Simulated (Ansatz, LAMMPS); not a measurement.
**Elastic response of Ga2O3 with crystalline order left by the classical run (100 atoms)**

Aim: relax Ga2O3 with crystalline order left by the classical run (100 atoms), then change its volume and shape to read moduli from the stress.

Method: Kohn-Sham DFT, PBE, PAW (set soft_1), plane waves, in Ansatz 0.2.0.

## Step 1: Set-up

The cell holds 100 atoms: 40 Ga and 60 O. Its edges and angles: a = 10.044 Å, b = 10.044 Å, c = 10.044 Å, α = 90.0°, β = 90.0°, γ = 90.0°. 100 atoms (40 Fe, 60 O) placed at random at 4.44 g/cm³, melted at 5000 K for 10 ps at fixed volume with the Morse and Coulomb pair potential with partial charges (Pedone, Malavasi, Menziani, Cormack and Segre, J. Phys. Chem. B 110, 11780 (2006)). Quenched from 5000 K to 300 K at 100 K/ps and fixed volume, held 10 ps at zero pressure, then minimised at fixed cell. Then Fe was replaced by Ga and the cell scaled by 1.003 (the potential has no terms for the new elements, so the cell is a start for a DFT relaxation).

What the set-up can't give: The quench rate of 100 K/ps far exceeds what a furnace or splat quench reaches, so expect more defects and frozen-in strain than in a real sample. The starting topology of bonds comes from the classical model, and needn't be the one that DFT or experiment would give. The Brillouin zone is sampled at Γ only.

## Step 2: Single point at the start

A single point comes first, to see the forces before anything moves.

input.yaml reads:

```yaml
crystal:
  lattice:
    - [10.04407, 0.0, 0.0]
    - [0.0, 10.04407, 0.0]
    - [0.0, 0.0, 10.04407]
  atoms:
    - { symbol: Ga, position: [0.75672, 0.13839, 0.37233] }
    - { symbol: Ga, position: [0.75884, 0.32205, 0.62576] }
    - { symbol: Ga, position: [0.23537, 0.69813, 0.08063] }
    - { symbol: Ga, position: [0.50308, 0.88714, 0.29846] }
    - { symbol: Ga, position: [0.49281, 0.74433, 0.55733] }
    - { symbol: Ga, position: [0.49921, 0.60449, 0.21124] }
    - { symbol: Ga, position: [0.2304, 0.43052, 0.9838] }
    - { symbol: Ga, position: [0.74124, 0.60845, 0.70684] }
    - { symbol: Ga, position: [0.45756, 0.69369, 0.86833] }
    - { symbol: Ga, position: [0.25629, 0.61158, 0.67813] }
    - { symbol: Ga, position: [0.26139, 0.42911, 0.2816] }
    - { symbol: Ga, position: [0.22154, 0.15221, 0.88395] }
    - { symbol: Ga, position: [0.97155, 0.26608, 0.09293] }
    - { symbol: Ga, position: [0.00885, 0.33549, 0.75918] }
    - { symbol: Ga, position: [0.22068, 0.10276, 0.2064] }
    - { symbol: Ga, position: [0.96325, 0.90666, 0.26225] }
    - { symbol: Ga, position: [0.01522, 0.79726, 0.58704] }
    - { symbol: Ga, position: [0.71455, 0.50861, 0.9596] }
    - { symbol: Ga, position: [0.71187, 0.36185, 0.18626] }
    - { symbol: Ga, position: [0.01217, 0.28213, 0.3865] }
    - { symbol: Ga, position: [0.73187, 0.15545, 0.86289] }
    - { symbol: Ga, position: [0.45692, 0.2413, 0.06766] }
    - { symbol: Ga, position: [0.49063, 0.13854, 0.69948] }
    - { symbol: Ga, position: [0.97871, 0.57012, 0.18171] }
    - { symbol: Ga, position: [0.25455, 0.99051, 0.45562] }
    - { symbol: Ga, position: [0.44747, 0.95204, 0.981] }
    - { symbol: Ga, position: [0.00348, 0.06603, 0.67735] }
    - { symbol: Ga, position: [0.47218, 0.41295, 0.79888] }
    - { symbol: Ga, position: [0.49472, 0.1575, 0.39158] }
    - { symbol: Ga, position: [0.70505, 0.06927, 0.10478] }
    - { symbol: Ga, position: [0.99066, 0.61858, 0.83675] }
    - { symbol: Ga, position: [0.25295, 0.72552, 0.36082] }
    - { symbol: Ga, position: [0.51319, 0.44506, 0.4749] }
    - { symbol: Ga, position: [0.02561, 0.5237, 0.52011] }
    - { symbol: Ga, position: [0.73677, 0.79814, 0.05399] }
    - { symbol: Ga, position: [0.75722, 0.93254, 0.53681] }
    - { symbol: Ga, position: [0.75993, 0.63366, 0.41022] }
    - { symbol: Ga, position: [0.2641, 0.26808, 0.54213] }
    - { symbol: Ga, position: [0.73588, 0.87869, 0.79674] }
    - { symbol: Ga, position: [0.23169, 0.89301, 0.78116] }
    - { symbol: O, position: [0.15336, 0.67558, 0.51744] }
    - { symbol: O, position: [0.91385, 0.54786, 0.36426] }
    - { symbol: O, position: [0.66624, 0.77268, 0.62898] }
    - { symbol: O, position: [0.89034, 0.08992, 0.49709] }
    - { symbol: O, position: [0.29689, 0.28379, 0.15542] }
    - { symbol: O, position: [0.33329, 0.54807, 0.84964] }
    - { symbol: O, position: [0.16129, 0.16096, 0.39929] }
    - { symbol: O, position: [0.3723, 0.77892, 0.7057] }
    - { symbol: O, position: [0.35436, 0.29542, 0.90273] }
    - { symbol: O, position: [0.64416, 0.24744, 0.49235] }
    - { symbol: O, position: [0.38314, 0.04358, 0.2896] }
    - { symbol: O, position: [0.37856, 0.77154, 0.19844] }
    - { symbol: O, position: [0.58992, 0.91696, 0.13385] }
    - { symbol: O, position: [0.38616, 0.09855, 0.54226] }
    - { symbol: O, position: [0.60198, 0.19456, 0.22442] }
    - { symbol: O, position: [0.13806, 0.94548, 0.59402] }
    - { symbol: O, position: [0.40974, 0.32212, 0.64766] }
    - { symbol: O, position: [0.62989, 0.29465, 0.76912] }
    - { symbol: O, position: [0.1112, 0.74338, 0.76673] }
    - { symbol: O, position: [0.78656, 0.97128, 0.95577] }
    - { symbol: O, position: [0.93162, 0.35406, 0.55638] }
    - { symbol: O, position: [0.60414, 0.73038, 0.37055] }
    - { symbol: O, position: [0.8505, 0.27531, 0.28932] }
    - { symbol: O, position: [0.39997, 0.31757, 0.38824] }
    - { symbol: O, position: [0.88666, 0.90742, 0.68472] }
    - { symbol: O, position: [0.1632, 0.41068, 0.45492] }
    - { symbol: O, position: [0.88082, 0.81583, 0.43329] }
    - { symbol: O, position: [0.11021, 0.48774, 0.71663] }
    - { symbol: O, position: [0.37588, 0.83903, 0.45144] }
    - { symbol: O, position: [0.81427, 0.70382, 0.87778] }
    - { symbol: O, position: [0.09171, 0.58024, 0.99395] }
    - { symbol: O, position: [0.07358, 0.38409, 0.20844] }
    - { symbol: O, position: [0.14428, 0.89847, 0.31644] }
    - { symbol: O, position: [0.80867, 0.00799, 0.24521] }
    - { symbol: O, position: [0.37718, 0.57025, 0.35993] }
    - { symbol: O, position: [0.04194, 0.10374, 0.15927] }
    - { symbol: O, position: [0.87897, 0.19436, 0.75438] }
    - { symbol: O, position: [0.68955, 0.50349, 0.55872] }
    [... 16 atom lines left out ...]
    - { symbol: O, position: [0.62508, 0.47953, 0.30258] }
    - { symbol: O, position: [0.14361, 0.64072, 0.23911] }
    - { symbol: O, position: [0.09739, 0.01743, 0.8479] }
    - { symbol: O, position: [0.56387, 0.11536, 0.96534] }
    - { symbol: O, position: [0.61913, 0.99797, 0.42426] }
    - { symbol: O, position: [0.36431, 0.03764, 0.79729] }
kpoints:
  mp_grid: { grid: [1, 1, 1] }
hamiltonian:
  xc: pbe
  pseudopotentials: { kind: paw, azcp: { folder: soft_1 } }
scf:
  occupations: { method: fixed }
output:
  forces: true
```

The run is started by

```
$ ansatz run input.yaml --threads 4 --pin off --max-ram 8192MiB --backend cpu --events-out ev --progress --plain --runs-dir out
```

Numbers of over 12 decimals in the logs are rounded to 6 here.

The log of the run:

```text
Engine: ansatz 0.2.0, aarch64-unknown-linux-gnu
Pseudopotentials: kind: paw
Pseudopotential: Ga, paw, valence charge 13, recommended cutoff 420 eV (normal), soft_1/Ga.paw.azcp
Pseudopotential: O, paw, valence charge 6, recommended cutoff 420 eV (normal), soft_1/O.paw.azcp
[... 5 lines on functional and potentials left out ...]
Crystal: 100 atoms, lattice volume = 1013.279 Å³
Basis set: ecut = 420 eV, 19837 PW (Γ), exchange–correlation on 144×144×144 points (8 copies of the dense FFT grid, shifted against one another)
Bands: 540, of which v1, the nominal top of the filled ones, is band 440 counted from 1 (439 counted from 0)
Symmetry: 1 space group operations
Space group: P1 (ITA 1), of the structure as read, at distance tolerance 1.0e-4 Å
k-points: 1
[... 5 lines on functional and potentials left out ...]
Initial density: superposition of atomic densities (chi_scale 0.1, normalization cell, long waves kept (reshape's long-wave potential 0.12 eV rms))
Initial wavefunctions: pseudopotential atomic-orbital guess
Functional: x = pbe(κ = 0.804, μ = 0.219515), c = pbe(β = 0.066725)
SCF iter   1: F=—  HF=-185404.658770 eV  |F-HF|=—  |Δ(HF+E_count)|=         —  Δρ=1.23e-1  dr2=7.10e1  ethr=3.10e-3  ⟨swp⟩=4.0  Hψ=1420  notcnv=0  defer=93
preconditioner: auto → Resta (q_TF=auto, 2.665 Å⁻¹)  ε∞=4.4  [insulator: Δε(μ)=2.144 eV  Ē_g=18.664 eV  n_scr=340 (ndim 8)  ℏωp=34.6 eV  f_vac=0.015  ε∞_Penn≈4.4]
SCF iter   2: F=—  HF=-185386.596689 eV  |F-HF|=—  |Δ(HF+E_count)|=    1.81e1  Δρ=5.54e-2  dr2=1.44e1  ethr=3.10e-3  ⟨swp⟩=2.0  Hψ=971  notcnv=0  defer=96
SCF iter   3: F=—  HF=-185381.330218 eV  |F-HF|=—  |Δ(HF+E_count)|=    5.27e0  Δρ=1.59e-2  dr2=1.91e0  ethr=1.64e-3  ⟨swp⟩=4.0  Hψ=881  notcnv=0  defer=97
SCF iter   4: F=—  HF=-185380.779814 eV  |F-HF|=—  |Δ(HF+E_count)|=   5.50e-1  Δρ=4.81e-3  dr2=2.06e-1  ethr=2.17e-4  ⟨swp⟩=3.0  Hψ=829  notcnv=0  defer=98
SCF iter   5: F=—  HF=-185380.895404 eV  |F-HF|=—  |Δ(HF+E_count)|=   1.16e-1  Δρ=2.80e-3  dr2=6.59e-2  ethr=2.34e-5  ⟨swp⟩=2.0  Hψ=1013  notcnv=0  defer=98
SCF iter   6: F=—  HF=-185380.923573 eV  |F-HF|=—  |Δ(HF+E_count)|=   2.82e-2  Δρ=8.13e-4  dr2=6.35e-3  ethr=7.49e-6  ⟨swp⟩=3.0  Hψ=866  notcnv=0  defer=98
SCF iter   7: F=—  HF=-185380.926493 eV  |F-HF|=—  |Δ(HF+E_count)|=   2.92e-3  Δρ=6.22e-4  dr2=3.48e-3  ethr=7.21e-7  ⟨swp⟩=2.0  Hψ=886  notcnv=0  defer=98
SCF iter   8: F=—  HF=-185380.926551 eV  |F-HF|=—  |Δ(HF+E_count)|=   5.83e-5  Δρ=1.00e-4  dr2=1.62e-4  ethr=3.96e-7  ⟨swp⟩=2.0  Hψ=842  notcnv=0  defer=98
SCF iter   9: F=—  HF=-185380.926778 eV  |F-HF|=—  |Δ(HF+E_count)|=   2.27e-4  Δρ=9.89e-5  dr2=8.98e-5  ethr=1.85e-8  ⟨swp⟩=2.0  Hψ=886  notcnv=0  defer=96
SCF iter  10: F=—  HF=-185380.928034 eV  |F-HF|=—  |Δ(HF+E_count)|=   1.26e-3  Δρ=4.11e-5  dr2=1.78e-5  ethr=1.02e-8  ⟨swp⟩=2.0  Hψ=884  notcnv=0  defer=96
SCF iter  11: F=—  HF=-185380.928049 eV  |F-HF|=—  |Δ(HF+E_count)|=   1.47e-5  Δρ=1.41e-5  dr2=2.64e-6  ethr=2.02e-9  ⟨swp⟩=2.0  Hψ=832  notcnv=0  defer=96
SCF iter  12: F=—  HF=-185380.928051 eV  |F-HF|=—  |Δ(HF+E_count)|=   2.67e-6  Δρ=7.02e-6  dr2=5.32e-7  ethr=3.00e-10  ⟨swp⟩=2.0  Hψ=883  notcnv=0  defer=96
SCF iter  13: F=-185380.928052 eV  HF=-185380.928052 eV  |F-HF|=4.35e-8  |Δ(HF+E_count)|=   2.72e-7  Δρ=2.76e-6  dr2=8.47e-8  ethr=1.14e-11  ⟨swp⟩=3.0  Hψ=1971  notcnv=0
SCF 1 converged in 13 iterations: F = -185380.928052 eV  dr2 = 8.47e-8
  greatest PAW one-centre occupation: 0.998 electrons in one spin orbital (limit 2), on the Ga atom at site 16 (counted from 0), in its partial waves of l = 2
SCF converged after 13 iterations
Free energy (F): -185380.928052 eV
Harris-Foulkes:  -185380.928052 eV  (|F-HF|=4.35e-8)
Internal energy: -185380.928052 eV  (E = F + TS)
E sigma→0 (E₀):  -185380.928052 eV
Fermi energy:    9.121037 eV
--- Per-component energies (eV) ---
  E_band       = -553.972035
  E_kinetic    = 14642.016195
  E_local      = -69913.282973  (includes V_loc(G=0)·N_el)
  E_nonlocal   = -315.273053
  E_hartree    = 41143.569629
  E_xc         = -6771.516069
  E_vxc        = -7665.036471  (∫ρ·V_xc dr)
  E_paw        = -89835.257374  (= ΣΔE_a)
  E_vpaw       = -19589.552244  (= ΣTr[D̂ρ^β])
  E_aug_tail   = 0.038649  (compensation charges beyond the density's cutoff)
  E_ewald      = -74331.223056
  E_smearing   = -0.000000  (= −TS)
  E_closure    = 0.000000  (closes the sum)
  Σ components = -185380.928052   (vs F -185380.928052, Δ=0.00e0)
--- Forces (eV/Å), atoms counted from 1 ---
  atom   1  Ga     0.68110654    -0.18014065     0.52504118
  atom   2  Ga    -0.37713591    -0.14693676    -0.83592025
  atom   3  Ga     0.55181174    -0.86655875     0.80456539
  atom   4  Ga     0.22189341    -0.10629861    -0.28202260
  atom   5  Ga     0.19804901    -0.56961887     0.33975346
  atom   6  Ga     0.06670710     0.11834354     0.26076569
  atom   7  Ga     0.45505880     0.07843522     0.02114758
  atom   8  Ga     0.46578785    -0.05277775    -0.47109169
  atom   9  Ga    -0.16312008     0.43592800    -0.35832725
  atom  10  Ga    -0.09722915     0.41810585     0.28660335
  atom  11  Ga     0.60672084     0.08401363    -0.29716113
  atom  12  Ga     0.13225385    -0.54198960    -0.29508258
  atom  13  Ga     0.58949753    -0.89149980     0.38492097
  atom  14  Ga     0.38905052     0.06376731    -0.27236613
[...]
atom  99  O     -0.55502909    -0.22995370    -0.25333350
  atom 100  O      0.18310875    -0.04767606     0.54987471
  max |Σ_I F_I| component: 1.89e-5 eV/Å
```

The job ended after 32 s (4 threads of Arm Neoverse V1, shared host; peak memory 1.6 GiB; 2 min of CPU time).

The r.m.s. force at the start is 0.35 eV/Å.

(Continued in part 2 of 3.)

[Logs are printed without paths, hosts, clocks, repeated set-up lines and the standing remarks that a program may print on its own settings, such as how far it seeks lower states.]

[Hosts, paths, dates, database ids (printed as entryN), source tags and the programs' standing remarks are cut or masked in the printed files.]
